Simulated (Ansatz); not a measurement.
# Cl on Rh(111): change of the work function, part 3 of 3

Wanted: Δφ(θ) for Cl/Rh(111), starting from the fcc site.

Ansatz 0.2.0; plane-wave DFT, PBE, Ansatz PAW.

So far, work function, upper face (eV): step 2 (the clean slab) 5.17; step 3 (17 atoms, coverage 0.25 ML, cell 2x2) 5.02.

## Step 4: The covered slab, k-mesh 12×12×1, coverage 1 ML

System of this step: Cl/Rh(111). The cell holds 5 atoms: 4 Rh and 1 Cl. Its edges and angles: a = 2.687 Å, b = 2.687 Å, c = 26.551 Å, α = 90.0°, β = 90.0°, γ = 60.0°. Vacuum lies along c.

Another coverage, to see how the dipoles act on each other as their distance changes.

input.yaml reads:

```yaml
crystal:
  lattice:
    - [2.6870057685, 0.0, 0.0]
    - [1.3435028843, 2.3270152556, 0.0]
    - [0.0, 0.0, 26.5510579004]
  atoms:
    - { symbol: Rh, position: [0.0, 0.0, 0.3389695444] }
    - { symbol: Rh, position: [0.3333333333, 0.3333333333, 0.4216001887] }
    - { symbol: Rh, position: [0.6666666667, 0.6666666667, 0.5040886906] }
    - { symbol: Rh, position: [0.0, 0.0, 0.586560825] }
    - { symbol: Cl, position: [0.3333333333, 0.3333333333, 0.6610304556] }
kpoints:
  mp_grid: { grid: [12, 12, 1] }
hamiltonian:
  xc: pbe
scf:
  occupations: { method: fermi_dirac, width: 0.1 }
  convergence: { dr2_threshold: 1.0e-08 }
efield:
  axis: 3
  dipole_correction: true
  ramp_position: 0.97
  ramp_width: 0.06
relax:
  f_tol: 0.02
  max_steps: 60
  constraints: [{ sites: [0, 1] }]
output:
  write_potential: true
  write_density: true
  volumetric_format: npy
```

On the command line:

```
$ ansatz run input.yaml --threads 4 --pin off --max-ram 6144MiB --backend cpu --events-out ev --progress --plain --runs-dir out
```

Numbers of over 12 decimals in the logs are rounded to 6 here.

Output:

```text
[...]
Crystal: 5 atoms, lattice volume = 166.016 Å³
Basis set: ecut = 420 eV, 3299 PW (Γ), exchange–correlation on 36×36×360 points (8 copies of the dense FFT grid, shifted against one another)
Bands: 45, of which v1, the nominal top of the filled ones, is band 38 counted from 1 (37 counted from 0)
Symmetry: 6 space group operations
[...]
k-points: 19 of 144 (time reversal used)
[...]
SCF iter   1: F=—  HF=-26689.261446 eV  |F-HF|=—  |Δ(HF+E_count)|=         —  Δρ=1.19e-2  dr2=1.14e0  ethr=1.77e-3  p=0.018 e·Å  D=1.97e-2 V/Å  ΔV_dip=-0.52 eV  dr2_dipole=5.66e-2  V_vac-E_F(+/−)=4.54/5.06 eV  ⟨swp⟩=9.6  Hψ=4297  notcnv=0  defer=2
[...]
SCF iter   9: F=-26689.227047 eV  HF=-26689.227047 eV  |F-HF|=5.10e-8  |Δ(HF+E_count)|=   2.23e-7  Δρ=2.01e-6  dr2=9.08e-9  ethr=1.33e-11  p=0.012 e·Å  D=1.27e-2 V/Å  ΔV_dip=-0.34 eV  dr2_dipole=1.35e-10  V_vac-E_F(+/−)=4.82/5.16 eV  ⟨swp⟩=9.5  Hψ=7284  notcnv=0
SCF 1 converged in 9 iterations: F = -26689.227047 eV  dr2 = 9.08e-9
[...]
relax step   1: F+E_penalty+E_count = -26689.22704689 eV  Δ(F+E_penalty+E_count) = +0.000e0 eV  max|allowed force component| = 5.688e-1 eV/Å  Δτ_max = 0.0000 Å  (9 SCF iters, accepted)
[...]
SCF iter  10: F=-26689.250653 eV  HF=-26689.250653 eV  |F-HF|=1.67e-9  |Δ(HF+E_count)|=   1.04e-8  Δρ=8.36e-7  dr2=2.08e-9  ethr=1.33e-11  p=0.008 e·Å  D=8.91e-3 V/Å  ΔV_dip=-0.24 eV  dr2_dipole=1.18e-10  V_vac-E_F(+/−)=4.92/5.16 eV  ⟨swp⟩=9.6  Hψ=6142  notcnv=0
SCF 2 converged in 10 iterations: F = -26689.250653 eV  dr2 = 2.08e-9
relax step   2: F+E_penalty+E_count = -26689.25065320 eV  Δ(F+E_penalty+E_count) = -2.361e-2 eV  max|allowed force component| = 3.835e-1 eV/Å  Δτ_max = 0.1036 Å  (10 SCF iters, accepted)
SCF iter   1: F=—  HF=-26689.265970 eV  |F-HF|=—  |Δ(HF+E_count)|=         —  Δρ=3.88e-3  dr2=2.65e-1  ethr=1.86e-3  p=0.008 e·Å  D=8.91e-3 V/Å  ΔV_dip=-0.24 eV  dr2_dipole=1.24e-1  V_vac-E_F(+/−)=4.94/5.18 eV  ⟨swp⟩=3.9  Hψ=1362  notcnv=0  defer=5
[...]
SCF iter   9: F=-26689.263617 eV  HF=-26689.263617 eV  |F-HF|=3.94e-9  |Δ(HF+E_count)|=   1.82e-8  Δρ=6.79e-7  dr2=1.73e-9  ethr=1.33e-11  p=0.003 e·Å  D=3.67e-3 V/Å  ΔV_dip=-0.10 eV  dr2_dipole=6.25e-11  V_vac-E_F(+/−)=5.06/5.15 eV  ⟨swp⟩=9.4  Hψ=5857  notcnv=0
SCF 3 converged in 9 iterations: F = -26689.263617 eV  dr2 = 1.73e-9
relax step   3: F+E_penalty+E_count = -26689.26361678 eV  Δ(F+E_penalty+E_count) = -1.296e-2 eV  max|allowed force component| = 1.067e-1 eV/Å  Δτ_max = 0.0395 Å  (9 SCF iters, accepted)
SCF iter   1: F=—  HF=-26689.265227 eV  |F-HF|=—  |Δ(HF+E_count)|=         —  Δρ=1.48e-3  dr2=3.31e-2  ethr=5.95e-4  p=0.003 e·Å  D=3.67e-3 V/Å  ΔV_dip=-0.10 eV  dr2_dipole=1.57e-2  V_vac-E_F(+/−)=5.06/5.16 eV  ⟨swp⟩=3.1  Hψ=1303  notcnv=0  defer=5
[...]
SCF iter   8: F=-26689.264891 eV  HF=-26689.264891 eV  |F-HF|=5.02e-10  |Δ(HF+E_count)|=   4.65e-8  Δρ=1.62e-6  dr2=5.92e-9  ethr=1.33e-11  p=0.001 e·Å  D=1.57e-3 V/Å  ΔV_dip=-0.04 eV  dr2_dipole=2.06e-11  V_vac-E_F(+/−)=5.11/5.15 eV  ⟨swp⟩=10.1  Hψ=6546  notcnv=0
SCF 4 converged in 8 iterations: F = -26689.264891 eV  dr2 = 5.92e-9
relax step   4: F+E_penalty+E_count = -26689.26489146 eV  Δ(F+E_penalty+E_count) = -1.275e-3 eV  max|allowed force component| = 9.233e-3 eV/Å  Δτ_max = 0.0154 Å  (8 SCF iters, accepted)
[...]
SCF converged after 8 iterations
Free energy (F): -26689.264891 eV
[...]
Internal energy: -26689.041931 eV  (E = F + TS)
E sigma→0 (E₀):  -26689.153411 eV
Entropy (-TS):   -0.222961 eV (-44.592 meV/atom)
Fermi energy:    5.310471 eV
Dipole field:    D = 0.001566 V/Å  (p = 0.001437 e·Å, saw-weighted, corrected)
Work function:   Φ+ = 5.1092 eV   Φ− = 5.1508 eV
[...]
--- Forces (eV/Å), atoms counted from 1 ---
  atom   1  Rh    -0.00000000     0.00000000     0.08948792
  atom   2  Rh     0.00000000    -0.00000000    -0.09168612
  atom   3  Rh     0.00000000    -0.00000000    -0.00445855
  atom   4  Rh    -0.00000000     0.00000000    -0.00260297
  atom   5  Cl     0.00000000    -0.00000000     0.00923286
  max |Σ_I F_I| component: 2.69e-5 eV/Å
--- Band table (eV; the first three rows and the last of 19) ---
  k-point 0: bands = [... 34 lower, 4.2346, 4.4304, 4.4304, 4.9983, 4.9983, 5.6488, 5.6488, 5.9339, ... 3 higher]
  k-point 1: bands = [... 34 lower, 4.0629, 4.4581, 4.4661, 4.7230, 4.9889, 5.4059, 5.6491, 5.8163, ... 3 higher]
  k-point 2: bands = [... 34 lower, 3.8890, 3.8945, 4.2627, 4.4298, 4.9511, 4.9906, 5.6212, 6.0130, ... 3 higher]
  k-point 18: bands = [... 34 lower, 4.2550, 5.0627, 5.0793, 5.4163, 5.4679, 5.6624, 12.1663, 12.2629, ... 3 higher]
--- Relaxed structure (4 steps of the walk, 4 accepted, 0 SCFs on fresh bases) ---
  F+E_penalty+E_count = -26689.26489146 eV   max|allowed force component| = 9.233e-3 eV/Å
  atoms:
[...]
- { symbol: Rh, position: [0.333333, 0.333333, 0.421600] }
    - { symbol: Rh, position: [0.666667, 0.666667, 0.504810] }
[...]
- { symbol: Cl, position: [0.333333, 0.333333, 0.667000] }
```

The job ended after 7.4 s (4 threads of Intel Xeon 6975P-C (Granite Rapids), shared host; peak memory 0.55 GiB).

Step by step:

| step | energy less that of the first step (eV) | largest force component (eV/Å) |
| --- | --- | --- |
| 1 | 0.0000 | 0.5688 |
| 2 | -0.0236 | 0.3835 |
| 3 | -0.0366 | 0.1067 |
| 4 | -0.0378 | 0.0092 |

The run keeps the 6 symmetry operations that it works with, so distortions that break them were not tested.

The atoms that moved most (Å):

| atom | dx | dy | dz | length |
| --- | --- | --- | --- | --- |
| Cl5 | 0.000 | 0.000 | 0.159 | 0.159 |
| Rh3 | 0.000 | 0.000 | 0.019 | 0.019 |
| Rh4 | 0.000 | 0.000 | 0.018 | 0.018 |

Final coordinates:

```xyz
5
Lattice="2.6870 0.0000 0.0000 1.3435 2.3270 0.0000 0.0000 0.0000 26.5511" Properties=species:S:1:pos:R:3
Rh    0.0000    0.0000    9.0000
Rh    1.3435    0.7757   11.1939
Rh    2.6870    1.5513   13.4032
Rh    0.0000    0.0000   15.5915
Cl    1.3435    0.7757   17.7096
```

This step gave:

| Item | Value |
| --- | --- |
| energy at zero smearing | -26689.1534 eV |
| work function, upper face | 5.109 eV |
| work function, lower face | 5.151 eV |
| dipole along the normal | 0.001437 e·Å |
| step between the vacuum levels | -0.04158 eV |

Running mean over 2.194 Å of the planar mean; the ramp of the sawtooth is left out. The electron's electrostatic potential energy less the Fermi level by z:

z (Å), electron's electrostatic potential energy less the Fermi level (eV) and a bar from the least value:
```
      3.5        5.2 ##############################
      4.0        5.2 ##############################
      4.5        5.1 ##############################
      5.0        5.1 ##############################
      5.5        5.1 ##############################
      6.0        5.1 ##############################
      6.5        4.9 ##############################
      7.0        4.1 ############################
      7.5        1.0 #######################
      8.0       -5.6 #############
      8.5      -11.0 ####
      9.0      -12.7 #
      9.5      -13.0 #
     10.0      -13.1 
     10.5      -13.1 
     11.0      -13.2 
     11.5      -13.2 
     12.0      -13.1 
     12.5      -13.1 
     13.0      -13.2 
     13.5      -13.3 
     14.0      -13.3 
     14.5      -13.3 
     15.0      -13.3 
     15.5      -13.3 
     16.0      -13.1 
     16.5      -11.6 ###
     17.0       -8.8 #######
     17.5       -6.6 ###########
     18.0       -5.4 #############
     18.5       -2.9 #################
     19.0        1.3 ########################
     19.5        4.2 ############################
     20.0        5.0 ##############################
     20.5        5.1 ##############################
     21.0        5.1 ##############################
     21.5        5.1 ##############################
     22.0        5.1 ##############################
     22.5        5.1 ##############################
     23.0        5.1 ##############################
```

The relaxation took 4 steps and lowered the energy by 0.038 eV; the largest force on the free atoms ends at 0.0092 eV/Å.

The covered face has 5.11 eV, -0.06 eV against the clean one; the bare back face has moved by -0.02 eV, a measure of how thin the slab is.

## Step 5: Work function against coverage

This step: plane-wave DFT, PBE, Ansatz PAW; work function against coverage (Ansatz 0.2.0).

The runs are now put side by side.

Numbers from this step:

```yaml
work_function_of_the_clean_face: 5.167 eV
largest_change_of_the_work_function: -0.1492 eV
```

The work function of the covered face by coverage:

| coverage (adsorbates/nm²) | work function of the covered face (eV) |
| --- | --- |
| 0.00 | 5.17 |
| 4.00 | 5.02 |
| 15.99 | 5.11 |

The dipole per adsorbate comes from the change of the cell's dipole. Coverage, by row:

| coverage (1/nm²) | coverage (ML) | work function (eV) | change (eV) | dipole per adsorbate, positive end outwards (debye) | mean height of the added atoms over the highest substrate atom (Å) |
| --- | --- | --- | --- | --- | --- |
| 3.998 | 0.25 | 5.018 | -0.1492 | 0.085 | 1.868 |
| 15.99 | 1 | 5.109 | -0.05818 | 0.007 | 2.118 |

## Step 6: Results

```json
{"work function of the clean face": "5.17 eV", "work function at 0.25 ML": "5.02 eV", "work function at 1 ML": "5.11 eV", "dipole per adsorbate at 0.25 ML, positive end outwards": "0.09 D"}
```

Cl changes the work function of Rh(111) by less than 0.15 eV at every coverage run, which is within the error of so thin a slab. At the highest coverage the adsorbates are pressed to about 2.7 Å, closer than unbonded atoms of this kind usually come, so a real layer may not reach it. The slab has 4 layers, at the tabulated experimental lattice constant, one starting site was run, and quantum-size effects of a slab this thin can reach one or two tenths of an eV.

[Logs are printed without paths, hosts, clocks, repeated set-up lines and the standing remarks that a program may print on its own settings, such as how far it seeks lower states.]

[Hosts, paths, dates, database ids (printed as entryN), source tags and the programs' standing remarks are cut or masked in the printed files.]

[Maps of the electrostatic potential energy from Ansatz leave out the sawtooth potential of an applied field or a dipole correction, so their vacuum need not be flat; planar profiles and work functions include it.]
